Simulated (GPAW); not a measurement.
**A GW chain in GPAW: AlGaN2 (P3m1)**

Aim: the G0W0 gap of AlGaN2 (P3m1) on LDA, step by step.

Main program and level: GPAW 26.7.0; LDA and many-body steps on it, plane waves.

Most raw output is cut from this account.

### Step 1. Set-up

It takes space group P3m1 (No. 156, trigonal). Conventional cell: a = 3.145 Å, b = 3.145 Å, c = 5.097 Å, α = 90.00°, β = 90.00°, γ = 120.00°. Nearest to Al lie 4 N at 1.89 to 1.90 Å. Ga has 4 N at 1.93 to 1.96 Å nearest. N has 3 Al at 1.90 Å and 1 Ga at 1.96 Å nearest. Nearest to N lie 1 Al at 1.89 Å and 3 Ga at 1.93 Å. Farther neighbours and most contacts between anions are not listed.

As a file:

```
Al Ga N
1.0
     3.14528    0.00000    0.00000
    -1.57264    2.72389    0.00000
     0.00000    0.00000    5.09689
Al Ga N
1 1 2
Direct
  0.00000 0.00000 0.99926
  0.66667 0.33333 0.49717
  0.66667 0.33333 0.11180
  0.00000 0.00000 0.62816
```

The cell and positions are those that the Materials Project relaxed with its own functionals (PBE, PBE+U or r2SCAN), kept fixed.

### Step 2. Ground state

This step: GPAW 26.7.0; DFT, LDA, plane waves, PAW.

The ground-state density comes first.

Input file run.py:

```python
import json
import numpy as np
from gpaw.mpi import world
from ase import Atoms
from gpaw import GPAW, PW, FermiDirac

atoms = Atoms(['Al', 'Ga', 'N', 'N'],
    cell=[[3.1452826441, 0.0000000000, 0.0000000000],
      [-1.5726413220, 2.7238946718, 0.0000000000],
      [0.0000000000, 0.0000000000, 5.0968937300]],
    scaled_positions=[[0.0000000000, 0.0000000000, 0.9992637700],
      [0.6666666667, 0.3333333333, 0.4971742100],
      [0.6666666667, 0.3333333333, 0.1118036400],
      [0.0000000000, 0.0000000000, 0.6281583900]],
    pbc=(True, True, True))
calc = GPAW(mode=PW(600),
    xc='LDA',
    kpts={'size': (9, 9, 6), 'gamma': True},
    occupations=FermiDirac(0.001),
    nbands=-8,
    convergence={'density': 1e-6, 'bands': -3},
    maxiter=100,
    txt='gs.txt')
atoms.calc = calc
res = {'energy': atoms.get_potential_energy()}
kpts = calc.get_ibz_k_points()
res['kpts'] = kpts
res['eigenvalues'] = [calc.get_eigenvalues(kpt=k) for k in range(len(kpts))]
res['n_electrons'] = calc.get_number_of_electrons()
calc.write('gs.gpw')

if world.rank == 0:
    with open('result.json', 'w') as f:
        json.dump(res, f, default=lambda x: x.tolist())
```

Launch:

```
mpirun -n 4 gpaw python run.py
```

The job ended after 10 s (4 MPI ranks of Arm Neoverse V1, shared host; peak memory 0.65 GiB).

Numbers from this step:

```yaml
total_energy: -29.93 eV
gap: 2.983 eV
k_of_the_valence_top: 0, 0, 0
k_of_the_conduction_bottom: 0, 0, 0
least_direct_gap: 2.983 eV
```

The gap is direct, at Γ.

### Step 3. Empty states on the mesh, 3×3×4 mesh, 80 bands

The sums over transitions need many empty states on a uniform mesh; this step solves for them.

Input file run.py:

```python
import json
import numpy as np
from gpaw.mpi import world
from gpaw import GPAW

calc = GPAW('gs.gpw').fixed_density(kpts={'size': (3, 3, 4), 'gamma': True},
    nbands=93,
    convergence={'bands': 80},
    txt='nscf.txt')
calc.write('full.gpw', mode='all')
res = {}
kpts = calc.get_ibz_k_points()
res['kpts'] = kpts
res['eigenvalues'] = [calc.get_eigenvalues(kpt=k) for k in range(len(kpts))]
res['n_electrons'] = calc.get_number_of_electrons()

if world.rank == 0:
    with open('result.json', 'w') as f:
        json.dump(res, f, default=lambda x: x.tolist())
```

Launch:

```
mpirun -n 4 gpaw python run.py
```

It took 13 s on 4 MPI ranks; peak memory 0.65 GiB.

Numbers from this step:

```yaml
gap: 2.983 eV
k_of_the_valence_top: 0, 0, 0
k_of_the_conduction_bottom: 0, 0, 0
least_direct_gap: 2.983 eV
k_points_computed: 10
lowest_point_of_the_top_converged_band_above_the_valence_top: 69.6299 eV
```

On this mesh the gap is 2.983 eV.

### Step 4. Screening and self-energy, 3×3×4 mesh, 70 bands, screening to 80 eV

Now the one-shot GW correction: screening in the RPA, then the self-energy of the levels asked for.

This step: G0W0 on LDA, plane waves, PAW.

Input file run.py:

```python
import json
import numpy as np
from gpaw.mpi import world
from gpaw.response.g0w0 import G0W0

gw = G0W0('full.gpw',
    filename='gw',
    kpts=[0],
    bands=(6, 10),
    ecut=80,
    nbands=70,
    integrate_gamma='WS',
    ppa=True)
gw.calculate()
res = {mode: {k: v for k, v in r.items() if k != 'sigma_eskwn'}
       for mode, r in gw.all_results.items()}

if world.rank == 0:
    with open('result.json', 'w') as f:
        json.dump(res, f, default=lambda x: x.tolist())
```

Launch:

```
mpirun -n 4 gpaw python run.py
```

The job ended after 12 s (4 MPI ranks; peak memory 1.2 GiB).

This step gave:

```yaml
g0w0_gap_on_the_points_computed: 4.435 eV
least_direct_g0w0_gap_on_the_computed_points: 4.435 eV
z_at_the_valence_top: 0.7907
z_at_the_conduction_bottom: 0.8192
starting_gap_on_the_mesh: 2.983 eV
k_of_the_valence_top: 0, 0, 0
k_of_the_conduction_bottom: 0, 0, 0
```

The gap on the mesh goes from 2.98 eV to 4.43 eV, a correction of +1.45 eV.

Limits: finite bands, cutoff and mesh; no spin-orbit coupling; coarse k mesh. v1 is the top filled band, c1 the lowest empty one. The levels before and after the correction (eV, zero at the valence-band top of each column):

```csv
,conduction bottom,valence top
Kohn-Sham,2.98,0.00
G0W0,4.43,0.00
```

```csv
,level,energy (eV)
Kohn-Sham,Γ v2-v1,0.000
Kohn-Sham,Γ c1,2.983
Kohn-Sham,Γ c2,5.542
G0W0,Γ v2-v1,0.000
G0W0,Γ c1,4.435
G0W0,Γ c2,7.096
```

### Step 5. Where the time went

Times are wall times on 4 MPI ranks of Arm Neoverse V1, shared host, good to a factor of about two.

```csv
step,time,share,memory (GiB)
ground state,10 s,29 %,0.65
empty states on the mesh,13 s,37 %,0.65
screening and self-energy,12 s,34 %,1.2
```

### Step 6. Results

- LDA gap: 2.98 eV, direct
- G0W0 gap on the mesh: 4.43 eV
- GW settings: 3×3×4 mesh, 70 bands, screening to 80 eV, Godby-Needs plasmon pole
- known limits: not at the basis limit; no spin-orbit coupling; coarse k mesh

**Reading.** G0W0 moves the gap on the mesh from 2.98 eV to 4.43 eV (+1.45 eV), with Z of 0.79 and 0.82 at the edges. Only 1 of the mesh's irreducible points was corrected, so a valley elsewhere could overtake. Bands and cutoff are finite, so the gap is not at the basis limit. The miss can reach some tenths of an eV and take either sign; the mesh is an error of its own. These stock PAW sets were not made for GW; the filled d or f shell of Ga lies in the frozen core, which bears on start and correction. In the G0W0 run levels were corrected at 1 k point alone, so a gap called «on the mesh» is the least over those, and an edge elsewhere would be missed. The 3×3×4 mesh is coarse for this cell, which bears on the long-range parts of exchange and screening. The many-body steps are scalar-relativistic: spin-orbit coupling is not in them.

[Paths, hosts, dates, memory and timing lines, banners, echoed tables and standing remarks are left out of the program output.]

[Logs are printed without paths, hosts, clocks, repeated set-up lines and the standing remarks that a program may print on its own settings, such as how far it seeks lower states.]

[Runs of the session that timed out or met a known fault of the program may be left out.]

[Hosts, paths, dates, database ids (printed as entryN), source tags and the programs' standing remarks are cut or masked in the printed files.]
